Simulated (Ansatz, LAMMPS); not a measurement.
# Amorphous 46SiO2-54Al2O3 (mol %) (114 atoms): geometry optimisation, part 4 of 4

Wanted: the relaxed structure of amorphous 46SiO2-54Al2O3 (mol %) (114 atoms) and its electronic structure.

Ansatz 0.2.0; Kohn-Sham DFT, PBE, PAW (set soft_2), plane waves.

The cell: 13 Si, 30 Al and 71 O. The quench rate of 50 K/ps far exceeds what a furnace or splat quench reaches. The network of bonds at the start is that of the classical potential that made the cell. Only the Γ point is sampled in the main run, in a cell whose shortest periodic width is 11 Å.

So far. Step 4 (Cell and atoms relaxed): The relaxation changed the energy by -28.4 meV/atom, and atoms moved by 0.12 Å r.m.s., 0.33 Å at most. Step 7 (K-mesh 2×2×2): Forces differ from those of the single point at the relaxed geometry by 3.4 meV/Å r.m.s.; the energy by -0.92 meV/atom and the gap by -0.015 eV. It took 3.3 min and 9 cycles; the reference's time can't be set against it, since the two runs asked for unlike analyses.

## 8. Functional HSE06

HSE06 mixes in a quarter of exact exchange at short range, which counters self-interaction, at a higher cost.

This step: Kohn-Sham DFT, HSE06, PAW (set soft_2), plane waves (Ansatz 0.2.0).

The input, input.yaml:

```yaml
crystal:
  lattice:
    - [11.2503, -0.09946, 0.0623]
    - [-0.09946, 11.47174, -0.06244]
    - [0.0623, -0.06244, 11.05092]
  atoms:
    [... the 114 atom lines of step 6 ...]
kpoints:
  mp_grid: { grid: [1, 1, 1] }
hamiltonian:
  xc: hse06
scf:
  occupations: { method: fermi_dirac, width: 0.025 }
output:
  forces: true
  stress: true
  populations: true
  dos:
    method: { smearing: { sigma: 0.08 } }
    de: 0.05
    projected: { site_lists: { Al: [Al], O: [O], Si: [Si] } }
  eigenvalues: true
```

Run with:

```console
ansatz run input.yaml --threads 4 --pin off --max-ram 8192MiB --backend cpu --events-out ev --progress --plain --runs-dir out
```

Numbers of over 12 decimals in the logs are rounded to 6 here.

Output:

```text
Warning: output.stress: scf.convergence.dr2_threshold = 1e-7 eV (the SCF's general default) is looser than the 1.6e-9 eV advised for a printed stress (1e-10 eV for each atom of the cell: 114, of which 16 are counted). What an SCF threshold leaves in a stress goes as its square root, and in the free energy as the threshold itself, and one threshold admits the most on a small cell: [...]
Warning: output.stress: scf.exx.energy_threshold = 1e-6 eV is looser than the 1.6e-7 eV advised for a stress under a hybrid functional (1e-8 eV for each atom of the cell: 114, of which 16 are counted). Every SCF of the exchange loop can meet its threshold on dr2 while the loop round them stops early: [...]
exact exchange: scf.exx.singularity resolves to wigner_seitz, which cuts the screened interaction at the faces of the exchange supercell's Wigner-Seitz cell, so that each pair interacts once, at the shortest of its separations (the periodic images that this leaves out come, [...]
[...]
Crystal: 114 atoms, lattice volume = 1426.041 Å³
Basis set: ecut = 420 eV, 27887 PW (Γ), exchange–correlation on 160×160×150 points (8 copies of the dense FFT grid, shifted against one another)
Bands: 398, of which v1, the nominal top of the filled ones, is band 284 counted from 1 (283 counted from 0)
Symmetry: 1 space group operations
[...]
k-points: 1
[...]
SCF iter   1: F=—  HF=-64819.053162 eV  |F-HF|=—  |Δ(HF+E_count)|=         —  Δρ=2.30e-3  dr2=1.43e-1  ethr=1.77e-3  ⟨swp⟩=17.0  Hψ=2362  notcnv=0
[...]
SCF iter   4: F=-64819.062289 eV  HF=-64819.062112 eV  |F-HF|=1.76e-4  |Δ(HF+E_count)|=   3.80e-3  Δρ=3.05e-4  dr2=7.99e-4  ethr=6.13e-7  ⟨swp⟩=6.0  Hψ=944  notcnv=0  defer=10
SCF 1 stopped early in 4 iterations: F = -64819.062289 eV  dr2 = 7.99e-4
[...]
Exchange kernel: α = 0.2500, screened, ω = 0.2079 Å⁻¹, Wigner–Seitz truncation, v(0) = 956.9474 eV·Å³, q-mesh 1×1×1, nearest image of the exchange supercell L = 11.05 Å, pair-density grid 54×60×54, without the augmentation charges, whose exchange is taken in its separable form (sized by the pseudopotential files, [...]
Frozen-core exchange: fock
SCF iter   1: F=—  HF=-64830.845344 eV  |F-HF|=—  |Δ(HF+E_count)|=         —  Δρ=6.72e-3  dr2=5.23e-1  ethr=1.41e-6  ⟨swp⟩=15.0  Hψ=2283  notcnv=0
[...]
SCF iter   6: F=—  HF=-64830.842747 eV  |F-HF|=—  |Δ(HF+E_count)|=   2.13e-4  Δρ=8.16e-5  dr2=1.06e-4  ethr=9.20e-8  ⟨swp⟩=4.0  Hψ=951  notcnv=0
SCF iter   7: F=-64830.842717 eV  HF=-64830.842720 eV  |F-HF|=3.50e-6  |Δ(HF+E_count)|=   2.71e-5  Δρ=2.10e-5  dr2=2.93e-5  ethr=1.42e-8  ⟨swp⟩=4.0  Hψ=873  notcnv=0
SCF 2 stopped early in 7 iterations: F = -64830.842717 eV  dr2 = 2.93e-5
  Residual-converged pass: ⟨swp⟩=4.0  Hψ=1061  notcnv=0  max |occ|·‖R‖ = 5.2e-6 eV (tolerance 6.7e-6 eV)  dr2=2.94e-5  dr2_onsite=5.13e-7  max |Δocc| = 0.0e0
[...]
hybrid outer 1: dexx = +2.095e-1 eV, tail = 2.15e-4 eV
[...]
Frozen-core exchange: fock
SCF iter   1: F=—  HF=-64830.840620 eV  |F-HF|=—  |Δ(HF+E_count)|=         —  Δρ=3.50e-5  dr2=1.13e-5  ethr=1.89e-7  ⟨swp⟩=20.0  Hψ=1349  notcnv=0
[...]
SCF iter   4: F=-64830.840621 eV  HF=-64830.840621 eV  |F-HF|=2.37e-9  |Δ(HF+E_count)|=   1.29e-8  Δρ=7.17e-7  dr2=5.57e-9  ethr=4.86e-11  ⟨swp⟩=5.0  Hψ=992  notcnv=0  defer=20
SCF 3 converged in 4 iterations: F = -64830.840621 eV  dr2 = 5.57e-9
[...]
hybrid outer 2: dexx = +2.110e-6 eV, tail = 4.64e-8 eV, Δε = 1.02e-3 eV (about 1.55e-5 eV left of the loop's levels), ΔF = 4.68e-3 eV/Å (tail 3.25e-4)
hybrid SCF converged: 2 outer / 11 inner (+4 warm-up), last move |dexx| = 2.11e-6 eV, tail = 4.64e-8 eV
Stability not checked: this state was not tested for a lower state beside it, because the functional holds exact exchange (a hybrid, or Hartree-Fock), whose exchange loop this test does not read (fock_operator; see scf.lower_state_search)
Free energy (F): -64830.840621 eV
Frozen-core exchange: fock
[...]
Internal energy: -64830.840621 eV  (E = F + TS)
E sigma→0 (E₀):  -64830.840621 eV
Fermi energy:    5.155499 eV
[...]
Σ components = -64830.840621   (vs F -64830.840621, Δ=0.00e0)
--- Forces (eV/Å), atoms counted from 1 ---
  atom   1  Si     0.04573975    -0.05767229    -0.05585220
  atom   2  Si     0.01413246    -0.07259169    -0.06288657
  atom   3  Si    -0.11904091    -0.01121565     0.02501831
  atom   4  Si     0.01784043     0.03395309    -0.00320333
[...]
atom 114  O     -0.09658396     0.05854781     0.19877130
  max |Σ_I F_I| component: 2.43e-4 eV/Å
--- Stress (GPa, compression-positive) ---
       -5.275266      -0.012625      -0.098696
       -0.012609      -5.117397      -0.110759
       -0.098697      -0.110753      -5.113692
  P = ⅓ Tr σ = -5.1688 GPa (-51.688 kbar)
--- Band table (eV) ---
[...]
--- Löwdin populations: 114 sites ---
  site symbol       q [e]
     0     Si      2.2006
     1     Si      2.2131
     2     Si      2.1715
[...]
113      O      6.8606
  spilling = 0.010640 (of n_electrons = 568.000000)
```

It took 5.2 min on 4 threads of Arm Neoverse V2, shared host; peak memory 4.6 GiB; 20 min of CPU time.

The program notes that the exchange threshold is loose for the stress and the SCF threshold is loose for the stress.

Geometry and reference: those of the single point at the relaxed geometry.

Forces differ from those of the single point at the relaxed geometry by 145 meV/Å r.m.s.; the pressure by -5.2 GPa and the gap by +1.7 eV. It took 5.2 min and 15 cycles; the reference's time can't be set against it, since the two runs asked for unlike analyses.

Read from the output:

```
free energy                                      : -64830.8406 eV
free energy per atom                             : -568.6916 eV/atom
SCF cycles                                       : 15
pressure                                         : -5.169 GPa
r.m.s. force component                           : 0.1446 eV/Å
longest force                                    : 0.5518 eV/Å
Fermi energy                                     : 5.155 eV
gap (highest filled to lowest empty level) : 5.117 eV
spilling of the projection                       : 0.01064
```

Length of the force by element and coordination:

| element | coordination | atoms | mean length of the force (eV/Å) | spread | least | most |
| --- | --- | --- | --- | --- | --- | --- |
| Al | all | 30 | 0.121 | 0.048 | 0.0152 | 0.195 |
| Al | 4 | 21 | 0.129 | 0.0411 | 0.0493 | 0.188 |
| Al | 5 | 8 | 0.101 | 0.0599 | 0.0152 | 0.195 |
| Al | 6 | 1 | 0.111 | 0 | 0.111 | 0.111 |
| O | all | 71 | 0.279 | 0.119 | 0.0426 | 0.552 |
| O | 2 | 34 | 0.344 | 0.110 | 0.133 | 0.552 |
| O | 3 | 34 | 0.225 | 0.0917 | 0.0426 | 0.429 |
| O | 4 | 3 | 0.152 | 0.0626 | 0.0965 | 0.240 |
| Si | all | 13 | 0.0822 | 0.0352 | 0.0385 | 0.155 |

Löwdin charges by element and coordination (they lack the spilled electrons, 0.053 e an atom on average):

| element | coordination | atoms | mean charge (e) | spread | least | most |
| --- | --- | --- | --- | --- | --- | --- |
| Al | all | 30 | 1.43 | 0.0286 | 1.37 | 1.47 |
| Al | 4 | 21 | 1.45 | 0.0217 | 1.39 | 1.47 |
| Al | 5 | 8 | 1.41 | 0.0179 | 1.38 | 1.45 |
| Al | 6 | 1 | 1.37 | 0 | 1.37 | 1.37 |
| O | all | 71 | -0.852 | 0.0291 | -0.918 | -0.786 |
| O | 2 | 34 | -0.847 | 0.0301 | -0.918 | -0.786 |
| O | 3 | 34 | -0.857 | 0.0284 | -0.895 | -0.813 |
| O | 4 | 3 | -0.858 | 0.0113 | -0.872 | -0.845 |
| Si | all | 13 | 1.81 | 0.0111 | 1.79 | 1.83 |

States in the cell by windows of 1 eV, zero at the Fermi level; the larger projections on atomic orbitals stand beside the total:

| from (eV) | to (eV) | total | O p | Al p |
| --- | --- | --- | --- | --- |
| -10 | -9 | 31.3 | 23.7 | 1.4 |
| -9 | -8 | 41.7 | 32.6 | 2.9 |
| -8 | -7 | 55.5 | 45.1 | 4.9 |
| -7 | -6 | 58.4 | 50.1 | 4.2 |
| -6 | -5 | 72.5 | 66.1 | 2.7 |
| -5 | -4 | 72.6 | 68.4 | 1.4 |
| -4 | -3 | 60.6 | 58.0 | 0.8 |
| -3 | -2 | 10.2 | 9.9 | 0.1 |
| -2 | 2 | 0.0 | 0.0 | 0.0 |
| 2 | 3 | 2.0 | 0.0 | 0.1 |
| 3 | 4 | 0.0 | 0.0 | 0.0 |
| 4 | 5 | 12.1 | 1.3 | 3.9 |

Between -25 and -10 eV lie 165 more states.

The levels nearest the highest filled one (over half full), pooled over k-points and spins:

| level less the highest filled one (eV) | occupation |
| --- | --- |
| -0.463 | 2 |
| -0.442 | 2 |
| -0.388 | 2 |
| -0.306 | 2 |
| -0.197 | 2 |
| 0 | 2 |
| 5.12 | 0 |
| 6.71 | 0 |
| 6.83 | 0 |
| 7.02 | 0 |
| 7.04 | 0 |
| 7.22 | 0 |

## 9. Functional r2SCAN (500 eV)

The meta-GGA r2SCAN uses the kinetic energy density as well as the density and its gradient. Besides, the cutoff goes from 420 to 500 eV.

This step: Kohn-Sham DFT, r2SCAN, PAW (set soft_2), plane waves (Ansatz 0.2.0).

input.yaml, as its differences from that of step 8:

```diff
@@ -10,3 +10,3 @@
 hamiltonian:
-  xc: hse06
+  xc: r2scan
 scf:
```

Output:

```text
[...]
Crystal: 114 atoms, lattice volume = 1426.041 Å³
Basis set: ecut = 500 eV, 36197 PW (Γ), exchange–correlation on 360×360×324 points (64 copies of the dense FFT grid, shifted against one another)
Bands: 398, of which v1, the nominal top of the filled ones, is band 284 counted from 1 (283 counted from 0)
Symmetry: 1 space group operations
[...]
k-points: 1
[...]
SCF iter   1: F=—  HF=-65047.037132 eV  |F-HF|=—  |Δ(HF+E_count)|=         —  Δρ=7.74e-3  dr2=1.01e0  dr2_τ=7.65e0  ethr=1.77e-3  ⟨swp⟩=6.0  Hψ=1784  notcnv=0  defer=56
[...]
SCF iter   8: F=—  HF=-65050.460019 eV  |F-HF|=—  |Δ(HF+E_count)|=   1.83e-6  Δρ=7.84e-6  dr2=9.60e-7  dr2_τ=6.87e-8  ethr=8.44e-10  ⟨swp⟩=2.0  Hψ=573  notcnv=0  defer=107
SCF iter   9: F=-65050.460020 eV  HF=-65050.460020 eV  |F-HF|=1.21e-8  |Δ(HF+E_count)|=   1.14e-7  Δρ=2.24e-6  dr2=7.60e-8  dr2_τ=6.90e-9  ethr=1.76e-11  ⟨swp⟩=16.0  Hψ=2400  notcnv=0
SCF 1 converged in 9 iterations: F = -65050.460020 eV  dr2 = 7.60e-8
[...]
SCF converged after 9 iterations
Free energy (F): -65050.460020 eV
[...]
Internal energy: -65050.460020 eV  (E = F + TS)
E sigma→0 (E₀):  -65050.460020 eV
Fermi energy:    5.472354 eV
[...]
Σ components = -65050.460020   (vs F -65050.460020, Δ=0.00e0)
--- Forces (eV/Å), atoms counted from 1 ---
  atom   1  Si     0.02121597    -0.03833580     0.00837645
  atom   2  Si    -0.02179774    -0.06410293    -0.06033398
  atom   3  Si    -0.07967202    -0.01482199     0.02552620
  atom   4  Si     0.04765370     0.04207504     0.01560138
[...]
atom 114  O     -0.05410397     0.06312121     0.18095637
  max |Σ_I F_I| component: 2.86e-4 eV/Å
--- Stress (GPa, compression-positive) ---
       -5.087376       0.003398      -0.075226
        0.003387      -4.953781      -0.075763
       -0.075188      -0.075720      -4.964429
  P = ⅓ Tr σ = -5.0019 GPa (-50.019 kbar)
--- Band table (eV) ---
[...]
--- Löwdin populations: 114 sites ---
  site symbol       q [e]
     0     Si      2.1951
     1     Si      2.2089
     2     Si      2.1666
[...]
113      O      6.8598
  spilling = 0.010489 (of n_electrons = 568.000000)
```

Elapsed: 53 s, on 4 threads; peak memory 4 GiB; 3.5 min of CPU time.

Geometry and reference: those of the single point at the relaxed geometry.

Forces differ from those of the single point at the relaxed geometry by 114 meV/Å r.m.s.; the pressure by -5.0 GPa and the gap by +0.61 eV. It took 53 s and 9 cycles; the reference's time can't be set against it, since the two runs asked for unlike analyses.

## 10. Functional PBEsol

PBEsol restores the gradient expansion of exchange for slowly varying densities and usually gives shorter bonds in solids than PBE.

This step: Kohn-Sham DFT, PBEsol, PAW (set soft_2), plane waves (Ansatz 0.2.0).

input.yaml, as its differences from that of step 9:

```diff
@@ -10,3 +10,3 @@
 hamiltonian:
-  xc: r2scan
+  xc: pbesol
 scf:
```

Output:

```text
[...]
Crystal: 114 atoms, lattice volume = 1426.041 Å³
Basis set: ecut = 420 eV, 27887 PW (Γ), exchange–correlation on 160×160×150 points (8 copies of the dense FFT grid, shifted against one another)
Bands: 398, of which v1, the nominal top of the filled ones, is band 284 counted from 1 (283 counted from 0)
Symmetry: 1 space group operations
[...]
k-points: 1
[...]
SCF iter   1: F=—  HF=-63776.722486 eV  |F-HF|=—  |Δ(HF+E_count)|=         —  Δρ=1.19e-2  dr2=1.65e0  ethr=1.77e-3  ⟨swp⟩=6.0  Hψ=1783  notcnv=0  defer=57
[...]
SCF iter   9: F=—  HF=-63776.226806 eV  |F-HF|=—  |Δ(HF+E_count)|=   1.46e-6  Δρ=4.82e-6  dr2=2.68e-7  ethr=1.76e-11  ⟨swp⟩=15.0  Hψ=2620  notcnv=0
SCF iter  10: F=-63776.226806 eV  HF=-63776.226806 eV  |F-HF|=2.95e-8  |Δ(HF+E_count)|=   4.52e-8  Δρ=1.15e-6  dr2=2.21e-8  ethr=1.76e-11  ⟨swp⟩=4.0  Hψ=1167  notcnv=0
SCF 1 converged in 10 iterations: F = -63776.226806 eV  dr2 = 2.21e-8
[...]
SCF converged after 10 iterations
Free energy (F): -63776.226806 eV
[...]
Internal energy: -63776.226806 eV  (E = F + TS)
E sigma→0 (E₀):  -63776.226806 eV
Fermi energy:    5.410776 eV
[...]
Σ components = -63776.226806   (vs F -63776.226806, Δ=0.00e0)
--- Forces (eV/Å), atoms counted from 1 ---
  atom   1  Si     0.00231943    -0.02071152     0.02359278
  atom   2  Si     0.05826969    -0.00333216     0.01690916
  atom   3  Si     0.02225407    -0.01802026    -0.02314857
  atom   4  Si    -0.03170352     0.02149746    -0.00320386
[...]
atom 114  O     -0.01509153     0.00059805     0.05562110
  max |Σ_I F_I| component: 1.40e-4 eV/Å
--- Stress (GPa, compression-positive) ---
       -3.040273      -0.010184      -0.011739
       -0.010169      -3.037420      -0.019797
       -0.011740      -0.019792      -3.072205
  P = ⅓ Tr σ = -3.0500 GPa (-30.500 kbar)
--- Band table (eV) ---
[...]
--- Löwdin populations: 114 sites ---
  site symbol       q [e]
     0     Si      2.2880
     1     Si      2.2987
     2     Si      2.2590
[...]
113      O      6.8097
  spilling = 0.010513 (of n_electrons = 568.000000)
```

The job ended after 22 s (4 threads; peak memory 1.9 GiB).

Geometry and reference: those of the single point at the relaxed geometry.

Forces differ from those of the single point at the relaxed geometry by 43 meV/Å r.m.s.; the pressure by -3.0 GPa and the gap by -0.096 eV.

## 11. Cost against change

Differences are against the single point at the relaxed geometry (Kohn-Sham DFT, PBE, PAW (set soft_2), plane waves), whose r.m.s. force component is 0.00336 eV/Å. Energies are set beside the reference only for runs with its functional, potentials and electron count. Times are for 4 threads of Arm Neoverse V2, shared host. The reference's time includes grids, which some other runs skip.

| run | Δ force, r.m.s. (meV/Å) | Δ energy (meV/atom) | Δ pressure (GPa) | Δ gap (eV) | cycles | time | host memory (GiB) |
| --- | --- | --- | --- | --- | --- | --- | --- |
| reference | - | - | - | - | 9 | 21 s | 1.9 |
| k-mesh 2×2×2 | 3.36 | -0.916 | 0.0091 | -0.0148 | 9 | 3.3 min | 6.1 |
| functional HSE06 | 145 | - | -5.16 | 1.71 | 15 | 5.2 min | 4.6 |
| functional r2SCAN (500 eV) | 114 | - | -5.00 | 0.614 | 9 | 53 s | 4.0 |
| functional PBEsol | 42.9 | - | -3.04 | -0.0963 | 10 | 22 s | 1.9 |

## 12. Summary of results

```json
{
 "energy change in the relaxation": "-28.41 meV/atom",
 "r.m.s. displacement": "0.116 Å",
 "largest displacement": "0.334 Å",
 "free energy per atom": "-568.5882 eV/atom",
 "pressure": "-0.005886 GPa",
 "r.m.s. force component": "0.00336 eV/Å",
 "gap (highest filled to lowest empty level)": "3.403 eV",
 "wall time of the 7 DFT runs": "13 min"
}
```

In words: Relaxation lowers the energy by 28.4 meV/atom and moves atoms by 0.12 Å r.m.s.; the r.m.s. force component goes from 0.54 to 0.0034 eV/Å. Displacements are taken in the final cell, so they leave out its strain. By the final cutoffs 0 of 180 bonded pairs parted and 2 joined. The cell grew by 0.3 % in volume. From the first step to the last the energy fell by 3.239 eV, across changes of basis, and the largest move was 0.33 Å (O76). The O-Si bonds change most in mean length: from 1.623 Å (spread 0.050) to 1.643 Å (spread 0.046). Counting bonds as in the table, 70 % of Al atoms have 4, 48 % of O atoms have 2 and as many 3 and all Si atoms have 4 bonded neighbours. 48 % of the oxygens bridge two formers (Si and Al) and 0 % are non-bridging; 48 % join three; 4 % join four. Between filled and empty levels lie 3.40 eV (at Γ alone); a semilocal functional tends to put such gaps too low. In a disordered cell it changes from sample to sample, and tail or defect levels can set it.

Among the changes of functional, dispersion, potentials or spin, functional HSE06 moves the forces most, by 145 meV/Å r.m.s. The gap changes by +1.71 eV with HSE06.

**Limits.** The network of bonds at the start is that of the classical potential that made the cell; in DFT 0 of its 180 bonded pairs passed out of the cutoffs and 2 came within them.

[Logs are printed without paths, hosts, clocks, repeated set-up lines and the standing remarks that a program may print on its own settings, such as how far it seeks lower states.]

[Hosts, paths, dates, database ids (printed as entryN), source tags and the programs' standing remarks are cut or masked in the printed files.]
